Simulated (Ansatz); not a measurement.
# Relaxing random alloy of the diamond Si-Ge line, x = 0.75 (64 atoms)

Wanted: the relaxed structure of random alloy of the diamond Si-Ge line, x = 0.75 (64 atoms) and its electronic structure.

Calculated with Ansatz 0.2.0; Kohn-Sham DFT, PBE, PAW (set soft_2), plane waves.

## 1. The starting structure

The cell holds 64 atoms: 48 Ge and 16 Si. Its edges and angles: a = 11.374 Å, b = 11.374 Å, c = 11.374 Å, α = 90.0°, β = 90.0°, γ = 90.0°. It derives from Si and Ge (diamond Si-Ge), repeated 2×2×2. Diamond Si-Ge: 64 atoms, 48 of 64 Si sites given to Ge at random, cell and internal coordinates interpolated linearly between the end members (Vegard's rule); not relaxed, displaced by a Gaussian of 0.02 Å. Lattice constants are starting values near those of PBE.

Limits known from the start: The host structure and its lattice constant were typed by rule, without a check against the phase diagram. Only the Γ point is sampled in the main run, in a cell whose shortest periodic width is 11 Å.

## 2. Single point at the start

The forces at the start show how far the geometry lies from a minimum of this functional.

The input, input.yaml:

```yaml
crystal:
  lattice:
    - [11.3745, 0.0, 0.0]
    - [0.0, 11.3745, 0.0]
    - [0.0, 0.0, 11.3745]
  atoms:
    - { symbol: Ge, position: [0.99927, 0.9999, 0.99624] }
    - { symbol: Si, position: [0.12788, 0.12185, 0.12352] }
    - { symbol: Si, position: [0.00088, 0.24781, 0.24814] }
    - { symbol: Ge, position: [0.1234, 0.37597, 0.37903] }
    - { symbol: Ge, position: [0.25007, 0.99803, 0.25095] }
    - { symbol: Ge, position: [0.37395, 0.12497, 0.37707] }
    - { symbol: Ge, position: [0.24869, 0.25002, 0.99846] }
    - { symbol: Ge, position: [0.37472, 0.37545, 0.12326] }
    - { symbol: Ge, position: [0.9994, 0.99958, 0.49888] }
    - { symbol: Si, position: [0.12291, 0.1225, 0.62473] }
    - { symbol: Ge, position: [0.99953, 0.25392, 0.74572] }
    - { symbol: Ge, position: [0.1252, 0.37565, 0.87739] }
    - { symbol: Ge, position: [0.25088, 0.99852, 0.75] }
    - { symbol: Si, position: [0.37595, 0.12445, 0.87636] }
    - { symbol: Si, position: [0.24672, 0.25304, 0.50258] }
    - { symbol: Ge, position: [0.37441, 0.37607, 0.62508] }
    - { symbol: Ge, position: [0.99854, 0.50015, 0.00176] }
    - { symbol: Ge, position: [0.12433, 0.62434, 0.12487] }
    - { symbol: Ge, position: [0.00076, 0.75225, 0.24888] }
    - { symbol: Ge, position: [0.12589, 0.87538, 0.37173] }
    - { symbol: Si, position: [0.24926, 0.49977, 0.24993] }
    - { symbol: Ge, position: [0.37557, 0.62141, 0.37508] }
    - { symbol: Ge, position: [0.24881, 0.74747, 0.00092] }
    - { symbol: Si, position: [0.37629, 0.87385, 0.12648] }
    - { symbol: Ge, position: [0.99933, 0.50012, 0.49807] }
    - { symbol: Ge, position: [0.12779, 0.62032, 0.62484] }
    - { symbol: Si, position: [0.00122, 0.74642, 0.74967] }
    - { symbol: Si, position: [0.12486, 0.87645, 0.87719] }
    - { symbol: Ge, position: [0.24929, 0.49757, 0.7524] }
    - { symbol: Ge, position: [0.37714, 0.62419, 0.87562] }
    - { symbol: Ge, position: [0.25067, 0.751, 0.50036] }
    - { symbol: Si, position: [0.37747, 0.87194, 0.62683] }
    - { symbol: Ge, position: [0.50067, 0.99962, 0.00206] }
    - { symbol: Ge, position: [0.62088, 0.12704, 0.12568] }
    - { symbol: Ge, position: [0.49801, 0.25076, 0.24947] }
    - { symbol: Ge, position: [0.62955, 0.37823, 0.37577] }
    - { symbol: Ge, position: [0.74874, 0.99897, 0.24943] }
    - { symbol: Ge, position: [0.87401, 0.12341, 0.37396] }
    - { symbol: Ge, position: [0.74951, 0.24909, 0.99877] }
    - { symbol: Ge, position: [0.87337, 0.37948, 0.12241] }
    - { symbol: Ge, position: [0.4982, 0.00076, 0.49943] }
    - { symbol: Si, position: [0.62575, 0.12641, 0.62722] }
    - { symbol: Ge, position: [0.50132, 0.24825, 0.75195] }
    - { symbol: Ge, position: [0.6219, 0.3748, 0.87412] }
    - { symbol: Si, position: [0.74813, 0.00104, 0.74968] }
    - { symbol: Ge, position: [0.87679, 0.12239, 0.87649] }
    - { symbol: Ge, position: [0.75088, 0.25022, 0.49751] }
    - { symbol: Si, position: [0.87456, 0.37228, 0.62134] }
    - { symbol: Ge, position: [0.50577, 0.50171, 0.00315] }
    - { symbol: Ge, position: [0.62425, 0.62622, 0.12623] }
    - { symbol: Ge, position: [0.50106, 0.75001, 0.2496] }
    - { symbol: Ge, position: [0.62136, 0.87607, 0.37574] }
    - { symbol: Ge, position: [0.75197, 0.49952, 0.25306] }
    - { symbol: Si, position: [0.87421, 0.62279, 0.37665] }
    - { symbol: Ge, position: [0.74918, 0.74779, 0.00022] }
    - { symbol: Ge, position: [0.87633, 0.87542, 0.12587] }
    - { symbol: Ge, position: [0.50722, 0.50144, 0.50269] }
    - { symbol: Si, position: [0.62151, 0.62564, 0.62636] }
    - { symbol: Ge, position: [0.49936, 0.74846, 0.7507] }
    - { symbol: Ge, position: [0.62445, 0.87396, 0.87702] }
    - { symbol: Ge, position: [0.75235, 0.50053, 0.7492] }
    - { symbol: Ge, position: [0.8759, 0.62646, 0.87611] }
    - { symbol: Ge, position: [0.74744, 0.74941, 0.50063] }
    - { symbol: Si, position: [0.87609, 0.87669, 0.62633] }
kpoints:
  mp_grid: { grid: [1, 1, 1] }
hamiltonian:
  xc: pbe
scf:
  occupations: { method: fermi_dirac, width: 0.025 }
output:
  forces: true
```

Launch:

```bash
$ ansatz run input.yaml --threads 4 --pin off --max-ram 8192MiB --backend cpu --events-out ev --progress --plain --runs-dir out
```

The program printed:

```text
Engine: ansatz 0.2.0, aarch64-unknown-linux-gnu
Pseudopotentials: kind: paw
Pseudopotential: Ge, paw, valence charge 14, recommended cutoff 420 eV (normal), Ge.paw.azcp
Pseudopotential: Si, paw, valence charge 4, recommended cutoff 420 eV (normal), Si.paw.azcp
Functional definition: PBE
  parameter kappa = 0.804
  parameter beta = 0.066725
  exchange = pbe_x(kappa = kappa, mu = beta*pi^2/3)
  correlation = pbe_c(beta = beta)
Crystal: 64 atoms, lattice volume = 1471.624 Å³
Basis set: ecut = 420 eV, 28671 PW (Γ), exchange–correlation on 160×160×160 points (8 copies of the dense FFT grid, shifted against one another)
Bands: 432, of which v1, the nominal top of the filled ones, is band 368 counted from 1 (367 counted from 0)
Symmetry: 1 space group operations
Space group: P1 (ITA 1), of the structure as read, at distance tolerance 1.1e-4 Å
k-points: 1
Non-local potential: Ge, projectors of the file, l = 0: 2, l = 1: 2, l = 2: 3, l = 3: 1
Non-local potential: Si, projectors of the file, l = 0: 2, l = 1: 2, l = 2: 2
PAW form: soft (Blöchl's): semilocal exchange-correlation on the pseudo side does not see the compensation charge
PAW one-centre angular grid: Ge, 590 points (default); XC on 64 Gauss nodes
PAW one-centre angular grid: Si, 110 points (default); XC on 64 Gauss nodes
Initial density: superposition of atomic densities (neutral atoms: chi_scale 0, normalization atom), corrected by the library's trained network
Initial wavefunctions: pseudopotential atomic-orbital guess
Functional: x = pbe(κ = 0.804, μ = 0.219515), c = pbe(β = 0.066725)
SCF iter   1: F=—  HF=-216321.973950 eV  |F-HF|=—  |Δ(HF+E_count)|=         —  Δρ=2.13e-3  dr2=6.15e-2  ethr=1.77e-3  ⟨swp⟩=6.0  Hψ=1449  notcnv=0  defer=35
preconditioner: auto → LDOS  [insulator: Δε(μ)=0.183 eV  Ē_g=20.471 eV  σ=0.025 eV  W_gap=0.95  n_scr=364 (ndim 8)  ℏωp=26.3 eV  f_vac=0.038  D(μ)=4.76/eV (n_scr^D=6)  ε∞_Penn≈2.6  β→1.0]
SCF iter   2: F=—  HF=-216321.957194 eV  |F-HF|=—  |Δ(HF+E_count)|=   1.68e-2  Δρ=1.16e-3  dr2=2.43e-2  ethr=8.36e-6  ⟨swp⟩=2.0  Hψ=882  notcnv=0  defer=47
SCF iter   3: F=—  HF=-216321.944316 eV  |F-HF|=—  |Δ(HF+E_count)|=   1.29e-2  Δρ=3.45e-4  dr2=3.95e-3  ethr=3.30e-6  ⟨swp⟩=2.0  Hψ=770  notcnv=0  defer=41
automatic band count: iteration 3 solves 426 bands in place of 432: the levels show a gap, and the empty bands left out lie too high to hold charge; the band table lists the bands solved (type scf.n_extra_bands for more)
SCF iter   4: F=—  HF=-216321.942935 eV  |F-HF|=—  |Δ(HF+E_count)|=   1.38e-3  Δρ=9.19e-5  dr2=2.47e-4  ethr=5.36e-7  ⟨swp⟩=2.0  Hψ=752  notcnv=0  defer=41
SCF iter   5: F=—  HF=-216321.942828 eV  |F-HF|=—  |Δ(HF+E_count)|=   1.07e-4  Δρ=2.55e-5  dr2=2.24e-5  ethr=3.35e-8  ⟨swp⟩=2.0  Hψ=756  notcnv=0  defer=41
SCF iter   6: F=—  HF=-216321.944233 eV  |F-HF|=—  |Δ(HF+E_count)|=   1.40e-3  Δρ=7.66e-6  dr2=1.41e-6  ethr=3.04e-9  ⟨swp⟩=2.0  Hψ=513  notcnv=0  defer=41
SCF iter   7: F=—  HF=-216321.944234 eV  |F-HF|=—  |Δ(HF+E_count)|=   9.96e-7  Δρ=1.98e-6  dr2=1.10e-7  ethr=1.91e-10  ⟨swp⟩=2.0  Hψ=755  notcnv=0  defer=41
SCF iter   8: F=-216321.944234 eV  HF=-216321.944234 eV  |F-HF|=3.32e-9  |Δ(HF+E_count)|=   4.70e-8  Δρ=5.71e-7  dr2=6.15e-9  ethr=1.36e-11  ⟨swp⟩=4.0  Hψ=1207  notcnv=0
SCF 1 converged in 8 iterations: F = -216321.944234 eV  dr2 = 6.15e-9
  greatest PAW one-centre occupation: 0.998 electrons in one spin orbital (limit 2), on the Ge atom at site 34 (counted from 0), in its partial waves of l = 2
SCF converged after 8 iterations
Free energy (F): -216321.944234 eV
Harris-Foulkes:  -216321.944234 eV  (|F-HF|=3.32e-9)
Internal energy: -216321.928060 eV  (E = F + TS)
E sigma→0 (E₀):  -216321.936147 eV
Entropy (-TS):   -0.016174 eV (-0.253 meV/atom)
Fermi energy:    7.658460 eV
--- Per-component energies (eV) ---
  E_band       = -7578.786191
  E_kinetic    = 5978.117083
  E_local      = -131733.597447  (includes V_loc(G=0)·N_el)
  E_nonlocal   = 20519.786579
  E_hartree    = 58301.038490
  E_xc         = -4491.218375
  E_vxc        = -3825.397034  (∫ρ·V_xc dr)
  E_paw        = -105189.237195  (= ΣΔE_a)
  E_vpaw       = -15119.792256  (= ΣTr[D̂ρ^β])
  E_aug_tail   = 0.014388  (compensation charges beyond the density's cutoff)
  E_ewald      = -59706.831584
  E_smearing   = -0.016174  (= −TS)
  E_closure    = -0.000000  (closes the sum)
  Σ components = -216321.944234   (vs F -216321.944234, Δ=0.00e0)
--- Forces (eV/Å), atoms counted from 1 ---
  atom   1  Ge     0.71085478    -0.17027817     0.63469237
  atom   2  Si    -0.49647757     0.35525305     0.23145923
  atom   3  Si     0.16727117     0.04901204    -0.19919988
  atom   4  Ge     0.30353913    -0.47524059    -0.94176117
  atom   5  Ge     0.33670801     0.23270605    -0.65185516
  atom   6  Ge    -0.52127038     0.53743417     0.12587174
  atom   7  Ge     0.28700163    -0.61457399     0.16367193
  atom   8  Ge    -0.28166997     0.32857977     0.27558030
  atom   9  Ge     0.07770488    -0.07718121     0.40397000
  atom  10  Si     0.40477400     0.49857881    -0.15491709
  atom  11  Ge     0.07536089    -0.53366056     0.05074670
  atom  12  Ge    -0.37771160    -0.08377107    -0.23530064
  atom  13  Ge     0.01709847     0.06297709     0.02805752
  atom  14  Si    -0.09568229    -0.10282616    -0.09484036
[...]
atom  63  Ge     0.32308637    -0.07292572     0.33275336
  atom  64  Si    -0.19048606    -0.34351740     0.35526287
  max |Σ_I F_I| component: 8.07e-7 eV/Å
```

Run time: 21 s. Hardware: 4 threads of Arm Neoverse V1, shared host; peak memory 1.9 GiB.

Reading the cycles: dr2 is the Hartree energy of the density residual (eV), the measure of convergence; HF is the Harris–Foulkes estimate of the energy, which meets the free energy F at convergence.

Read from the output:

| Quantity | Value |
| --- | --- |
| free energy | -216321.9442 eV |
| free energy per atom | -3380.0304 eV/atom |
| SCF cycles | 8 |
| r.m.s. force component | 0.3552 eV/Å |
| longest force | 1.186 eV/Å |
| Fermi energy | 7.658 eV |

The r.m.s. force component of 0.36 eV/Å sets the starting point.

Length of the force by element and coordination:

```
element  coordination  atoms  mean length of the force (eV/Å)  spread  least   most
     Ge           all     48                            0.586   0.239  0.071   1.19
     Si           all     16                            0.514   0.221  0.170  0.896
```

## 3. Cell and atoms relaxed

Cell and atoms are freed together, to release stress as well as forces.

input.yaml: that of step 2 with these lines changed.

```diff
@@ -15 +15,5 @@
   forces: true
+relax:
+  f_tol: 0.04
+  max_steps: 150
+  cell: {}
```

The program printed:

```text
[...]
Crystal: 64 atoms, lattice volume = 1471.624 Å³
Basis set: ecut = 420 eV, 28671 PW (Γ), exchange–correlation on 160×160×160 points (8 copies of the dense FFT grid, shifted against one another)
Bands: 442, of which v1, the nominal top of the filled ones, is band 368 counted from 1 (367 counted from 0)
Symmetry: 1 space group operations
[...]
k-points: 1
[...]
SCF iter   1: F=—  HF=-216321.973684 eV  |F-HF|=—  |Δ(HF+E_count)|=         —  Δρ=2.13e-3  dr2=6.15e-2  ethr=1.77e-3  ⟨swp⟩=6.0  Hψ=1637  notcnv=0  defer=6
[...]
SCF iter   8: F=-216321.944234 eV  HF=-216321.944234 eV  |F-HF|=3.06e-9  |Δ(HF+E_count)|=   4.68e-8  Δρ=5.66e-7  dr2=6.05e-9  ethr=1.36e-11  ⟨swp⟩=4.0  Hψ=1222  notcnv=0
SCF 1 converged in 8 iterations: F = -216321.944234 eV  dr2 = 6.05e-9
[...]
relax step   1: F+E_penalty+E_count = -216321.94423409 eV  Δ(F+E_penalty+E_count) = +0.000e0 eV  max|allowed force component| = 9.956e-1 eV/Å  Δτ_max = 0.0000 Å  P = -0.134 GPa  Ω = 1471.624 Å³  (8 SCF iters, dr2 threshold 1.00e-7 eV, accepted)
[...]
relax step   2: F+E_penalty+E_count = -216322.86185212 eV  Δ(F+E_penalty+E_count) = -9.176e-1 eV  max|allowed force component| = 2.220e-1 eV/Å  Δτ_max = 0.1410 Å  P = +0.033 GPa  Ω = 1464.808 Å³  energy of the carried Pulay correction = +1.097e-3 eV  (6 SCF iters, dr2 threshold 6.40e-6 eV, accepted)
[...]
relax step   3: F+E_penalty+E_count = -216322.91909462 eV  Δ(F+E_penalty+E_count) = -5.724e-2 eV  max|allowed force component| = 1.802e-2 eV/Å  Δτ_max = 0.0289 Å  P = +0.006 GPa  Ω = 1465.387 Å³  energy of the carried Pulay correction = +1.003e-3 eV  (5 SCF iters, dr2 threshold 3.08e-6 eV, accepted)
[...]
relax step   4: F+E_penalty+E_count = -216322.92041116 eV  Δ(F+E_penalty+E_count) = -1.317e-3 eV  max|allowed force component| = 2.154e-3 eV/Å  Δτ_max = 0.0050 Å  P = +0.001 GPa  Ω = 1465.476 Å³  energy of the carried Pulay correction = +9.891e-4 eV  (6 SCF iters, dr2 threshold 2.06e-8 eV, accepted)
[...]
relax step   5: F+E_penalty+E_count = -216322.91947846 eV  Δ(F+E_penalty+E_count) = +9.327e-4 eV  max|allowed force component| = 2.152e-3 eV/Å  Δτ_max = 0.0000 Å  P = +0.000 GPa  Ω = 1465.476 Å³  stress off target by 4.61e-3 GPa  SCF on the basis re-selected at this cell (its energy is not comparable with the rows above)  (5 SCF iters)
basis re-selected at this cell: Δ(F+E_penalty+E_count) = +9.327e-4 eV, ΔP = -0.000 GPa vs the last step (what re-selecting the basis moved, of the pressure what is left beyond the Pulay correction that the steps carried, after the strain that the cell walked since its last selection, [...]
SCF converged after 5 iterations
Free energy (F): -216322.919478 eV
[...]
Internal energy: -216322.909341 eV  (E = F + TS)
E sigma→0 (E₀):  -216322.914410 eV
Entropy (-TS):   -0.010137 eV (-0.158 meV/atom)
Fermi energy:    7.706043 eV
[...]
--- Forces (eV/Å), atoms counted from 1 ---
  atom   1  Ge    -0.00056338    -0.00116273    -0.00147040
  atom   2  Si     0.00038283     0.00040484     0.00134962
  atom   3  Si     0.00005647    -0.00046491    -0.00114407
  atom   4  Ge     0.00077443     0.00024064     0.00102504
  atom   5  Ge     0.00023801    -0.00003657    -0.00100540
  atom   6  Ge    -0.00001596     0.00152285    -0.00035316
  atom   7  Ge     0.00030886     0.00031025    -0.00082516
  atom   8  Ge     0.00008289     0.00049531     0.00124304
  atom   9  Ge    -0.00029771    -0.00019177    -0.00107679
  atom  10  Si     0.00042547    -0.00002279     0.00051549
  atom  11  Ge     0.00040118    -0.00061914     0.00190502
  atom  12  Ge    -0.00003523     0.00090573     0.00102136
  atom  13  Ge     0.00058830     0.00028709    -0.00109724
  atom  14  Si     0.00062189    -0.00108932     0.00021599
[...]
atom  63  Ge     0.00048936    -0.00044896    -0.00130741
  atom  64  Si     0.00172748    -0.00062952    -0.00070213
  max |Σ_I F_I| component: 8.22e-7 eV/Å
--- Stress (GPa, compression-positive) ---
        0.000769       0.000462       0.000163
        0.000462      -0.004120       0.000358
        0.000163       0.000358       0.004587
  P = ⅓ Tr σ = 0.0004 GPa (0.004 kbar)
--- Relaxed structure (4 steps of the walk, 4 accepted, 1 SCFs on fresh bases) ---
  F+E_penalty+E_count = -216322.91947846 eV   max|allowed force component| = 2.152e-3 eV/Å   (the final SCF, on the basis selected at the relaxed cell)
  cell:  # Å, volume = 1465.4756 Å³
    - [11.358866, -0.000166554, 0.000241575]
    - [-0.000166554, 11.360553, -0.000477276]
    - [0.000241575, -0.000477276, 11.356491]
  atoms:
    - { symbol: Ge, position: [1.003474, 0.999750, 0.998922] }
    - { symbol: Si, position: [0.123751, 0.125177, 0.125386] }
    - { symbol: Si, position: [0.003785, 0.246999, 0.248585] }
    - { symbol: Ge, position: [0.126118, 0.371643, 0.373908] }
[...]
- { symbol: Si, position: [0.875522, 0.875658, 0.629455] }
```

The job ended after 91 s (4 threads; peak memory 2 GiB; 5.7 min of CPU time).

The steps of the relaxation:

| step | energy less that of the first step (eV) | largest force component (eV/Å) | pressure (GPa) | volume (Å³) |
| --- | --- | --- | --- | --- |
| 1 | 0.0000 | 0.9956 | -0.13 | 1471.62 |
| 2 | -0.9176 | 0.2220 | 0.03 | 1464.81 |
| 3 | -0.9749 | 0.0180 | 0.01 | 1465.39 |
| 4 | -0.9762 | 0.0022 | 0.00 | 1465.48 |
| 5* | -0.9752 | 0.0022 | 0.00 | 1465.48 |

Relaxation steps marked * repeat the geometry before them on a plane-wave basis chosen anew for their cell, so energy and pressure can jump there.

```
     cell as run  before   after  change
           a (Å)  11.374  11.359  -0.1 %
           b (Å)  11.374  11.361  -0.1 %
           c (Å)  11.374  11.356  -0.2 %
volume (Å³/atom)   22.99   22.90  -0.4 %
```

The atoms that moved most (Å, as changes of fractional coordinates times the final cell):

```csv
atom,dx,dy,dz,length
Ge26,-0.075,0.096,0.029,0.125
Ge40,0.057,-0.081,0.060,0.116
Si27,-0.017,0.109,0.017,0.112
Ge19,-0.026,-0.061,0.058,0.088
Ge47,-0.004,-0.016,0.085,0.087
Ge60,0.016,0.044,-0.070,0.085
Ge4,0.031,-0.049,-0.058,0.082
Ge49,-0.072,-0.021,-0.033,0.082
```

The relaxation changed the energy by -15.2 meV/atom, and atoms moved by 0.06 Å r.m.s., 0.12 Å at most.

## 4. Structure statistics after relaxation

Bonds before and after, by the cutoffs listed below:

```
 pair  bonds before  bonds after  mean before (Å)  mean after (Å)  spread before (Å)  spread after (Å)
Ge-Ge            70           70            2.462           2.483              0.029             0.009
Ge-Si            52           52            2.464           2.436              0.028             0.008
Si-Si             6            6            2.474           2.392              0.022             0.004
```

Density 4.46 g/cm³, 22.90 Å³ an atom.

g(r), total and by pair (bins of 0.2 Å):

| r (Å) | total | Ge-Ge | Ge-Si | Si-Si |
| --- | --- | --- | --- | --- |
| 2.30 | 0.30 | 0.00 | 0.00 | 4.84 |
| 2.50 | 5.74 | 5.76 | 6.70 | 0.00 |
| 2.70 | 0.00 | 0.00 | 0.00 | 0.00 |
| 2.90 | 0.00 | 0.00 | 0.00 | 0.00 |
| 3.10 | 0.00 | 0.00 | 0.00 | 0.00 |
| 3.30 | 0.00 | 0.00 | 0.00 | 0.00 |
| 3.50 | 0.00 | 0.00 | 0.00 | 0.00 |
| 3.70 | 0.00 | 0.00 | 0.00 | 0.00 |
| 3.90 | 2.14 | 1.87 | 2.27 | 3.75 |
| 4.10 | 4.64 | 5.01 | 4.15 | 4.22 |
| 4.30 | 0.00 | 0.00 | 0.00 | 0.00 |
| 4.50 | 0.03 | 0.02 | 0.04 | 0.00 |
| 4.70 | 4.89 | 4.83 | 5.04 | 4.51 |
| 4.90 | 0.01 | 0.02 | 0.00 | 0.00 |
| 5.10 | 0.00 | 0.00 | 0.00 | 0.00 |
| 5.30 | 0.00 | 0.00 | 0.00 | 0.00 |
| 5.50 | 0.04 | 0.07 | 0.00 | 0.00 |
| 5.70 | 1.66 | 1.63 | 1.69 | 1.70 |
| 5.90 | 0.00 | 0.00 | 0.00 | 0.00 |
| 6.10 | 1.68 | 1.40 | 2.06 | 1.93 |
| 6.30 | 1.18 | 1.44 | 0.84 | 0.82 |
| 6.50 | 0.00 | 0.00 | 0.00 | 0.00 |
| 6.70 | 0.00 | 0.00 | 0.00 | 0.00 |
| 6.90 | 3.94 | 3.79 | 4.17 | 3.97 |
| 7.10 | 0.57 | 0.69 | 0.48 | 0.18 |
| 7.30 | 1.95 | 1.98 | 1.99 | 1.43 |
| 7.50 | 0.72 | 0.64 | 0.85 | 0.74 |
| 7.70 | 0.00 | 0.00 | 0.00 | 0.00 |

Bonds by pair of elements; cutoffs follow the first minimum of g(r), held within bounds set by covalent radii, and pairs that aren't listed don't count as bonded:

| pair A-B | cutoff (Å) | bonds | mean length (Å) | spread (Å) | shortest (Å) | B about A | A about B |
| --- | --- | --- | --- | --- | --- | --- | --- |
| Ge-Ge | 2.88 | 70 | 2.48 | 0.009 | 2.46 | 2.92 | 2.92 |
| Ge-Si | 2.83 | 52 | 2.44 | 0.008 | 2.42 | 1.08 | 3.25 |
| Si-Si | 2.77 | 6 | 2.39 | 0.004 | 2.39 | 0.75 | 0.75 |

How many atoms have how many bonded neighbours:

| element | mean | 4 |
| --- | --- | --- |
| Ge | 4 | 48 |
| Si | 4 | 16 |

Bond angles, per cent of each kind in bins of 5°:

```csv
angle (°),Ge-Ge-Ge,Ge-Ge-Si,Ge-Si-Ge,Ge-Si-Si,Si-Ge-Si
105–110,84.1,60.4,81.0,66.7,40.0
110–115,15.9,39.6,19.0,33.3,60.0
```

Bond angles (no mean is given where the spread exceeds 20°):

```csv
angle,count,mean (°),spread (°)
Ge-Ge-Ge,157,109,0.8
Ge-Ge-Si,106,110,0.9
Ge-Si-Ge,63,109,1
Ge-Si-Si,30,110,0.8
Si-Ge-Si,25,110,0.8
```

Rings of the network by King's shortest-path rule, up to 12 atoms, one path for each pair of neighbours; H, halogens, alkali and alkaline-earth atoms are left out:

| ring size (atoms) | rings | per network atom |
| --- | --- | --- |
| 6 | 128 | 2 |

Counting bonds as in the table, all Ge atoms have 4 and all Si atoms have 4 bonded neighbours. The Ge-Ge-Ge angle averages 109° with a spread of 0.8°. All rings counted have 6 atoms.

(Continued in part 2 of 3.)

[Long decimals in the printed logs are rounded to 6 places.]

[Logs are printed without paths, hosts, clocks, repeated set-up lines and the standing remarks that a program may print on its own settings, such as how far it seeks lower states.]

[Hosts, paths, dates, database ids (printed as entryN), source tags and the programs' standing remarks are cut or masked in the printed files.]

[A walk said to have stopped at its limit may instead have ended on an SCF cycle that didn't converge.]
